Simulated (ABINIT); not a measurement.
# Completion of the band sum in GW: MgO2 (R-3m), part 2 of 2

Aim: few bands, with and without a completion of the sum over empty states, for MgO2 (R-3m).

ABINIT 10.8.3; LDA and many-body steps on it, plane waves. Known limits of the many-body steps: short of the basis limit; coarse k mesh.

So far. Step 3 (Screening, 4×4×4 mesh, 54 bands, screening to 152.4 eV): Local fields lower ε∞ by 9 %. On a Γ-centred mesh this coarse the value itself is usually too large, while a short band sum pulls it down. Step 4 (54 bands): The gap on the mesh goes from 2.14 eV to 5.01 eV, a correction of +2.87 eV.

## 6. 19 bands

This step: G0W0 on LDA, plane waves, norm-conserving pseudopotentials.

Input file run.abi:

```
acell 3*1.0 Angstrom
rprim 
  1.604761016024 0.926509204586 3.493978874900
  -1.604761016024 0.926509204586 3.493978874900
  0.000000000000 -1.853018409173 3.493978874900
ntypat 2
znucl 12 8
natom 3
typat 1 2 2
xred 
  0.000000000000 0.000000000000 0.000000000000
  0.428786000000 0.428786000000 0.428786000000
  0.571214000000 0.571214000000 0.571214000000
pp_dirpath "pseudos"
pseudos "Mg.upf, O.upf"
ecut 38
ngkpt 4 4 4
nshiftk 1
shiftk 0 0 0
kptopt 1
chksymbreak 0
istwfk *1
occopt 1
irdwfk 1
optdriver 4
nband 19
gwcalctyp 0
ecutsigx 38
symsigma 1
nkptgw 2
kptgw 
  0.5000000000 0.5000000000 0.5000000000
  0.0000000000 0.0000000000 0.0000000000
bdgw 
  10 13
  10 13
ecuteps 5.6
irdscr 1
ppmodel 1
indata_prefix "in"
outdata_prefix "out"
tmpdata_prefix "tmp"
```

On the command line:

```sh
> OMP_NUM_THREADS=1 mpirun -n 4 abinit run.abi > log
```

Output:

```text
.Version 10.8.3 of ABINIT. v10.8.2 released Aug 2026.

 Symmetries : space group R-3 m (#166); Bravais hR (rhombohedral)
[... echo of the input left out ...]
== DATASET  1 ==================================================================
-   mpi_nproc: 4, omp_nthreads: 1 (-1 if OMP is not activated)

--- !DatasetInfo
iteration_state: {dtset: 1, }
dimensions: {natom: 3, nkpt: 13, mband: 19, nsppol: 1, nspinor: 1, nspden: 1, mpw: 2370, }
cutoff_energies: {ecut:  38.0, pawecutdg:  -1.0, }
electrons: {nelect:   2.20000000E+01, charge:   0.00000000E+00, occopt:   1.00000000E+00, tsmear:   1.00000000E-02, }

 SIGMA: Calculation of the GW corrections

 Based on a program developped by R.W. Godby, V. Olevano, G. Onida, and L. Reining.
 Incorporated in ABINIT by V. Olevano, G.-M. Rignanese, and M. Torrent.
.Using double precision arithmetic ; gwpc =  8

[... cell and pseudopotentials left out ...]
--------------------------------------------------------------------------------

 ==== K-mesh for the wavefunctions ====
 Number of points in the irreducible wedge :    13
[... list of points left out ...]
 Together with 12 symmetry operations and time-reversal symmetry
 yields    64 points in the full Brillouin Zone.

 ==== Q-mesh for screening function ====
 Number of points in the irreducible wedge :    13
[... list of points left out ...]
 Together with 12 symmetry operations and time-reversal symmetry
 yields    64 points in the full Brillouin Zone.

 vcoul_init : cutoff-mode = AUXILIARY_FUNCTION
 q-points for optical limit:   1
     1)      0.000010    0.000020    0.000030
 setmesh: FFT mesh size selected  =    45x   45x   45
          total number of points  =        91125

 Number of electrons calculated from density =   22.0000; Expected =   22.0000
[...]
number of omega for Sigma on real axis              0
 max omega for Sigma on real axis  [eV]           0.00
 zcut for avoiding poles [eV]                     0.10

 EPSILON^-1 parameters (SCR file):
 dimension of the eps^-1 matrix on file            127
 dimension of the eps^-1 matrix used               127
 number of plane-waves for wavefunctions          2365
 number of bands                                    19
 number of q-points in IBZ                          13
 number of frequencies                               2
 number of real frequencies                          1
 number of imag frequencies                          1

 matrix elements of self-energy operator (all in [eV])

 Perturbative Calculation

--- !SelfEnergy_ee
iteration_state: {dtset: 1, }
kpoint     : [   0.500,    0.500,    0.500, ]
spin       : 1
KS_gap     :    2.137
QP_gap     :    5.202
Delta_QP_KS:    3.065
data: !SigmaeeData |
     Band     E0 <VxcDFT>   SigX SigC(E0)      Z dSigC/dE  Sig(E)    E-E0       E
       10   3.180 -20.478 -26.426   5.264   0.779  -0.284 -21.010  -0.532   2.648
       11   3.180 -20.478 -26.426   5.264   0.779  -0.284 -21.010  -0.532   2.648
       12   5.317 -18.094 -12.146  -2.764   0.796  -0.257 -15.561   2.533   7.850
[...]
--- !SelfEnergy_ee
iteration_state: {dtset: 1, }
kpoint     : [   0.000,    0.000,    0.000, ]
spin       : 1
KS_gap     :    5.188
QP_gap     :    7.926
Delta_QP_KS:    2.738
data: !SigmaeeData |
     Band     E0 <VxcDFT>   SigX SigC(E0)      Z dSigC/dE  Sig(E)    E-E0       E
[...]
12   7.566 -11.433  -6.289  -2.671   0.851  -0.175  -9.329   2.104   9.670
       13   7.794 -20.079 -12.512  -3.654   0.765  -0.307 -17.085   2.994  10.789

== END DATASET(S) ==============================================================
================================================================================

 -outvars: echo values of variables after computation  --------
           etotal      0.0000000000E+00
            nband          19
             nkpt          13
          spgroup         166
 [... the other variables as echoed above ...]

 Calculation completed.
```

It took 4.8 s on 4 MPI ranks of Arm Neoverse N1, shared host; peak memory 0.67 GiB.

This step gave:

```yaml
g0w0_gap_on_the_mesh: 5.202 eV
starting_gap_on_the_mesh: 2.137 eV
k_of_the_valence_top: 0.5, 0.5, 0.5
k_of_the_conduction_bottom: 0.5, 0.5, 0.5
z_at_the_valence_top: 0.779
z_at_the_conduction_bottom: 0.796
least_direct_g0w0_gap_on_the_computed_points: 5.202 eV
```

Against G0W0 in ABINIT (4×4×4 mesh, 54 bands, screening to 152.4 eV, Godby-Needs plasmon pole), the gap moves by +0.194 eV.

## 7. Screening, 4×4×4 mesh, 19 bands, screening to 152.4 eV

This step: RPA screening on LDA, plane waves, norm-conserving pseudopotentials.

Changes to run.abi since step 6:

```diff
@@ -24,17 +24,10 @@
 irdwfk 1
-optdriver 4
+optdriver 3
 nband 19
-gwcalctyp 0
-ecutsigx 38
-symsigma 1
-nkptgw 2
-kptgw 
-  0.5000000000 0.5000000000 0.5000000000
-  0.0000000000 0.0000000000 0.0000000000
-bdgw 
-  10 13
-  10 13
 ecuteps 5.6
-irdscr 1
-ppmodel 1
+inclvkb 2
+awtr 1
+symchi 1
+gwcomp 1
+gwencomp 3
 indata_prefix "in"
```

Output:

```text
.Version 10.8.3 of ABINIT. v10.8.2 released Aug 2026.

 Symmetries : space group R-3 m (#166); Bravais hR (rhombohedral)
[... echo of the input left out ...]
== DATASET  1 ==================================================================
-   mpi_nproc: 4, omp_nthreads: 1 (-1 if OMP is not activated)

--- !DatasetInfo
iteration_state: {dtset: 1, }
dimensions: {natom: 3, nkpt: 13, mband: 19, nsppol: 1, nspinor: 1, nspden: 1, mpw: 2370, }
cutoff_energies: {ecut:  38.0, pawecutdg:  -1.0, }
[...]
--------------------------------------------------------------------------------
[... chi0 elements left out ...]
 For q-point:  0.000010 0.000020 0.000030
  dielectric constant =   3.4180
  dielectric constant without local fields =   3.6880

  Average fulfillment of the sum rule on Im[epsilon] for q-point    1 :    133.95  [%]
[... wings left out ...]
  q-point number  2        q = ( 0.250000, 0.000000, 0.000000) [r.l.u.]
--------------------------------------------------------------------------------
[... chi0 elements left out ...]
  Average fulfillment of the sum rule on Im[epsilon] for q-point    2 :    150.14  [%]

 [... 11 further q-points ...]
```

Run time: 28 s. Hardware: 4 MPI ranks; peak memory 0.6 GiB.

Numbers from this step:

```
ε∞ with local fields, on this mesh    : 3.418
ε∞ without local fields, on this mesh : 3.688
plasma frequency                      : 31.20 eV
plane waves in the screening matrix   : 127
```

## 8. 19 bands, completed

This step: G0W0 on LDA, plane waves, norm-conserving pseudopotentials.

Changes to run.abi since step 7:

```diff
@@ -24,8 +24,17 @@
 irdwfk 1
-optdriver 3
+optdriver 4
 nband 19
+gwcalctyp 0
+ecutsigx 38
+symsigma 1
+nkptgw 2
+kptgw 
+  0.5000000000 0.5000000000 0.5000000000
+  0.0000000000 0.0000000000 0.0000000000
+bdgw 
+  10 13
+  10 13
 ecuteps 5.6
-inclvkb 2
-awtr 1
-symchi 1
+irdscr 1
+ppmodel 1
 gwcomp 1
```

Output:

```text
.Version 10.8.3 of ABINIT. v10.8.2 released Aug 2026.

 Symmetries : space group R-3 m (#166); Bravais hR (rhombohedral)
[... echo of the input left out ...]
== DATASET  1 ==================================================================
-   mpi_nproc: 4, omp_nthreads: 1 (-1 if OMP is not activated)

--- !DatasetInfo
iteration_state: {dtset: 1, }
dimensions: {natom: 3, nkpt: 13, mband: 19, nsppol: 1, nspinor: 1, nspden: 1, mpw: 2370, }
cutoff_energies: {ecut:  38.0, pawecutdg:  -1.0, }
[...]
Band     E0 <VxcDFT>   SigX SigC(E0)      Z dSigC/dE  Sig(E)    E-E0       E
[...]
12   7.566 -11.433  -6.289  -3.340   0.858  -0.165  -9.885   1.548   9.114
       13   7.794 -20.079 -12.512  -4.643   0.781  -0.280 -17.795   2.284  10.078

== END DATASET(S) ==============================================================
================================================================================

 -outvars: echo values of variables after computation  --------
           etotal      0.0000000000E+00
            nband          19
             nkpt          13
          spgroup         166
 [... the other variables as echoed above ...]

 Calculation completed.
```

Wall time 4.9 s (4 MPI ranks); peak memory 0.67 GiB.

This step gave:

- G0W0 gap on the mesh: 5.107 eV
- starting gap on the mesh: 2.137 eV
- k of the valence top: 0.5, 0.5, 0.5
- k of the conduction bottom: 0.5, 0.5, 0.5
- least direct G0W0 gap on the computed points: 5.107 eV

Against G0W0 in ABINIT (4×4×4 mesh, 54 bands, screening to 152.4 eV, Godby-Needs plasmon pole), the gap moves by +0.099 eV.

## 9. Screening, 4×4×4 mesh, 26 bands, screening to 152.4 eV

This step: RPA screening on LDA, plane waves, norm-conserving pseudopotentials.

Changes to run.abi since step 8:

```diff
@@ -24,19 +24,8 @@
 irdwfk 1
-optdriver 4
-nband 19
-gwcalctyp 0
-ecutsigx 38
-symsigma 1
-nkptgw 2
-kptgw 
-  0.5000000000 0.5000000000 0.5000000000
-  0.0000000000 0.0000000000 0.0000000000
-bdgw 
-  10 13
-  10 13
+optdriver 3
+nband 26
 ecuteps 5.6
-irdscr 1
-ppmodel 1
-gwcomp 1
-gwencomp 3
+inclvkb 2
+awtr 1
+symchi 1
 indata_prefix "in"
```

Output:

```text
.Version 10.8.3 of ABINIT. v10.8.2 released Aug 2026.

 Symmetries : space group R-3 m (#166); Bravais hR (rhombohedral)
[... echo of the input left out ...]
== DATASET  1 ==================================================================
-   mpi_nproc: 4, omp_nthreads: 1 (-1 if OMP is not activated)

--- !DatasetInfo
iteration_state: {dtset: 1, }
dimensions: {natom: 3, nkpt: 13, mband: 26, nsppol: 1, nspinor: 1, nspden: 1, mpw: 2370, }
cutoff_energies: {ecut:  38.0, pawecutdg:  -1.0, }
[...]
--------------------------------------------------------------------------------
[... chi0 elements left out ...]
 For q-point:  0.000010 0.000020 0.000030
  dielectric constant =   3.4889
  dielectric constant without local fields =   3.8111

  Average fulfillment of the sum rule on Im[epsilon] for q-point    1 :     18.04  [%]
[... wings left out ...]
  q-point number  2        q = ( 0.250000, 0.000000, 0.000000) [r.l.u.]
--------------------------------------------------------------------------------
[... chi0 elements left out ...]
  Average fulfillment of the sum rule on Im[epsilon] for q-point    2 :     34.10  [%]

 [... 11 further q-points ...]
```

Elapsed: 19 s, on 4 MPI ranks; peak memory 0.62 GiB; 75 s of CPU time.

Read from the output:

```yaml
eps_infinity_with_local_fields_on_this_mesh: 3.489
eps_infinity_without_local_fields_on_this_mesh: 3.811
plasma_frequency: 31.20 eV
plane_waves_in_the_screening_matrix: 127
```

## 10. 26 bands

This step: G0W0 on LDA, plane waves, norm-conserving pseudopotentials.

Changes to run.abi since step 9:

```diff
@@ -24,8 +24,17 @@
 irdwfk 1
-optdriver 3
+optdriver 4
 nband 26
+gwcalctyp 0
+ecutsigx 38
+symsigma 1
+nkptgw 2
+kptgw 
+  0.5000000000 0.5000000000 0.5000000000
+  0.0000000000 0.0000000000 0.0000000000
+bdgw 
+  10 13
+  10 13
 ecuteps 5.6
-inclvkb 2
-awtr 1
-symchi 1
+irdscr 1
+ppmodel 1
 indata_prefix "in"
```

Output:

```text
.Version 10.8.3 of ABINIT. v10.8.2 released Aug 2026.

 Symmetries : space group R-3 m (#166); Bravais hR (rhombohedral)
[... echo of the input left out ...]
== DATASET  1 ==================================================================
-   mpi_nproc: 4, omp_nthreads: 1 (-1 if OMP is not activated)

--- !DatasetInfo
iteration_state: {dtset: 1, }
dimensions: {natom: 3, nkpt: 13, mband: 26, nsppol: 1, nspinor: 1, nspden: 1, mpw: 2370, }
cutoff_energies: {ecut:  38.0, pawecutdg:  -1.0, }
[...]
Band     E0 <VxcDFT>   SigX SigC(E0)      Z dSigC/dE  Sig(E)    E-E0       E
[...]
12   7.566 -11.433  -6.289  -3.078   0.852  -0.173  -9.672   1.761   9.327
       13   7.794 -20.079 -12.512  -3.871   0.775  -0.291 -17.216   2.863  10.657

== END DATASET(S) ==============================================================
================================================================================

 -outvars: echo values of variables after computation  --------
           etotal      0.0000000000E+00
            nband          26
             nkpt          13
          spgroup         166
 [... the other variables as echoed above ...]

 Calculation completed.
```

Run time: 5.2 s. Hardware: 4 MPI ranks; peak memory 0.67 GiB; 20 s of CPU time.

This step gave:

| Property | Result |
| --- | --- |
| G0W0 gap on the mesh | 5.102 eV |
| starting gap on the mesh | 2.137 eV |
| k of the valence top | 0.5, 0.5, 0.5 |
| k of the conduction bottom | 0.5, 0.5, 0.5 |
| least direct G0W0 gap on the computed points | 5.102 eV |

Against G0W0 in ABINIT (4×4×4 mesh, 54 bands, screening to 152.4 eV, Godby-Needs plasmon pole), the gap moves by +0.094 eV.

## 11. Screening, 4×4×4 mesh, 26 bands, screening to 152.4 eV

This step: RPA screening on LDA, plane waves, norm-conserving pseudopotentials.

Changes to run.abi since step 10:

```diff
@@ -24,17 +24,10 @@
 irdwfk 1
-optdriver 4
+optdriver 3
 nband 26
-gwcalctyp 0
-ecutsigx 38
-symsigma 1
-nkptgw 2
-kptgw 
-  0.5000000000 0.5000000000 0.5000000000
-  0.0000000000 0.0000000000 0.0000000000
-bdgw 
-  10 13
-  10 13
 ecuteps 5.6
-irdscr 1
-ppmodel 1
+inclvkb 2
+awtr 1
+symchi 1
+gwcomp 1
+gwencomp 2
 indata_prefix "in"
```

Output:

```text
.Version 10.8.3 of ABINIT. v10.8.2 released Aug 2026.

 Symmetries : space group R-3 m (#166); Bravais hR (rhombohedral)
[... echo of the input left out ...]
== DATASET  1 ==================================================================
-   mpi_nproc: 4, omp_nthreads: 1 (-1 if OMP is not activated)

--- !DatasetInfo
iteration_state: {dtset: 1, }
dimensions: {natom: 3, nkpt: 13, mband: 26, nsppol: 1, nspinor: 1, nspden: 1, mpw: 2370, }
cutoff_energies: {ecut:  38.0, pawecutdg:  -1.0, }
[...]
--------------------------------------------------------------------------------
[... chi0 elements left out ...]
 For q-point:  0.000010 0.000020 0.000030
  dielectric constant =   3.5048
  dielectric constant without local fields =   3.8111

  Average fulfillment of the sum rule on Im[epsilon] for q-point    1 :    104.90  [%]
[... wings left out ...]
  q-point number  2        q = ( 0.250000, 0.000000, 0.000000) [r.l.u.]
--------------------------------------------------------------------------------
[... chi0 elements left out ...]
  Average fulfillment of the sum rule on Im[epsilon] for q-point    2 :    111.48  [%]

 [... 11 further q-points ...]
```

The job ended after 36 s (4 MPI ranks; peak memory 0.64 GiB; 2.4 min of CPU time).

Numbers from this step:

```yaml
eps_infinity_with_local_fields_on_this_mesh: 3.505
eps_infinity_without_local_fields_on_this_mesh: 3.811
plasma_frequency: 31.20 eV
plane_waves_in_the_screening_matrix: 127
```

## 12. 26 bands, completed

This step: G0W0 on LDA, plane waves, norm-conserving pseudopotentials.

Changes to run.abi since step 11:

```diff
@@ -24,8 +24,17 @@
 irdwfk 1
-optdriver 3
+optdriver 4
 nband 26
+gwcalctyp 0
+ecutsigx 38
+symsigma 1
+nkptgw 2
+kptgw 
+  0.5000000000 0.5000000000 0.5000000000
+  0.0000000000 0.0000000000 0.0000000000
+bdgw 
+  10 13
+  10 13
 ecuteps 5.6
-inclvkb 2
-awtr 1
-symchi 1
+irdscr 1
+ppmodel 1
 gwcomp 1
```

Output:

```text
.Version 10.8.3 of ABINIT. v10.8.2 released Aug 2026.

 Symmetries : space group R-3 m (#166); Bravais hR (rhombohedral)
[... echo of the input left out ...]
== DATASET  1 ==================================================================
-   mpi_nproc: 4, omp_nthreads: 1 (-1 if OMP is not activated)

--- !DatasetInfo
iteration_state: {dtset: 1, }
dimensions: {natom: 3, nkpt: 13, mband: 26, nsppol: 1, nspinor: 1, nspden: 1, mpw: 2370, }
cutoff_energies: {ecut:  38.0, pawecutdg:  -1.0, }
[...]
Band     E0 <VxcDFT>   SigX SigC(E0)      Z dSigC/dE  Sig(E)    E-E0       E
[...]
12   7.566 -11.433  -6.289  -3.753   0.856  -0.168 -10.242   1.191   8.756
       13   7.794 -20.079 -12.512  -5.054   0.790  -0.266 -18.094   1.986   9.780

== END DATASET(S) ==============================================================
================================================================================

 -outvars: echo values of variables after computation  --------
           etotal      0.0000000000E+00
            nband          26
             nkpt          13
          spgroup         166
 [... the other variables as echoed above ...]

 Calculation completed.
```

Wall time 5.3 s (4 MPI ranks); peak memory 0.67 GiB.

Read from the output:

| Item | Value |
| --- | --- |
| G0W0 gap on the mesh | 5.024 eV |
| starting gap on the mesh | 2.137 eV |
| k of the valence top | 0.5, 0.5, 0.5 |
| k of the conduction bottom | 0.5, 0.5, 0.5 |
| least direct G0W0 gap on the computed points | 5.024 eV |

Against G0W0 in ABINIT (4×4×4 mesh, 54 bands, screening to 152.4 eV, Godby-Needs plasmon pole), the gap moves by +0.016 eV.

## 13. The runs together

Times are wall times on 4 MPI ranks of Arm Neoverse N1, shared host, good to a factor of about two. A run's time includes the screening step that it read.

```
                run   mesh  bands  screening cutoff (eV)  DFT gap (eV)  gap on the mesh (eV)  direct (eV)  ε∞ used  time
           54 bands  4×4×4     54                  152.4         2.137                 5.008        5.008     3.53  53 s
           19 bands  4×4×4     19                  152.4         2.137                 5.202        5.202     3.40  16 s
19 bands, completed  4×4×4     19                  152.4         2.137                 5.107        5.107     3.42  33 s
           26 bands  4×4×4     26                  152.4         2.137                 5.102        5.102     3.49  24 s
26 bands, completed  4×4×4     26                  152.4         2.137                 5.024        5.024     3.50  42 s
```

## 14. Outcome

* 54 bands: 5.008 eV
* 19 bands: 5.202 eV
* 19 bands, completed: 5.107 eV
* 26 bands: 5.102 eV
* 26 bands, completed: 5.024 eV

What this shows: 19 bands: +0.194 eV against 54 bands. 19 bands, completed: +0.099 eV against 54 bands. 26 bands: +0.094 eV against 54 bands. 26 bands, completed: +0.016 eV against 54 bands. The row with most bands is itself short of the limit, so it is no exact reference, and agreement of a truncated run with it can be a cancellation between the edges. The 4×4×4 mesh is coarse for this cell, which bears on the long-range parts of exchange and screening.

[Long decimals in the printed logs are rounded to 6 places.]

[Logs are printed without paths, hosts, clocks, repeated set-up lines and the standing remarks that a program may print on its own settings, such as how far it seeks lower states.]

[Paths, hosts, dates, memory and timing lines, banners, echoed tables and standing remarks are left out of the program output; an Ansatz launch command may be rebuilt from the run's recorded settings. Measured values are a selection of at most five: reports struck by readers or far from the other reports are left out. None is set beside runs whose start may be inverted or whose files or cutoffs have a known fault.]

[Runs of the session that timed out or met a known fault of the program may be left out.]

[Hosts, paths, dates, database ids (printed as entryN), source tags and the programs' standing remarks are cut or masked in the printed files.]

[G0W0 gaps are taken among the corrected bands and points alone; a level outside them can change the order at an edge.]

[Where Ansatz stands beside ABINIT at settings called matched, ABINIT's density can come from a denser mesh and the files from another edition; pairs whose starting gaps differed by over 0.03 eV were left out, so agreement reads better than it is.]
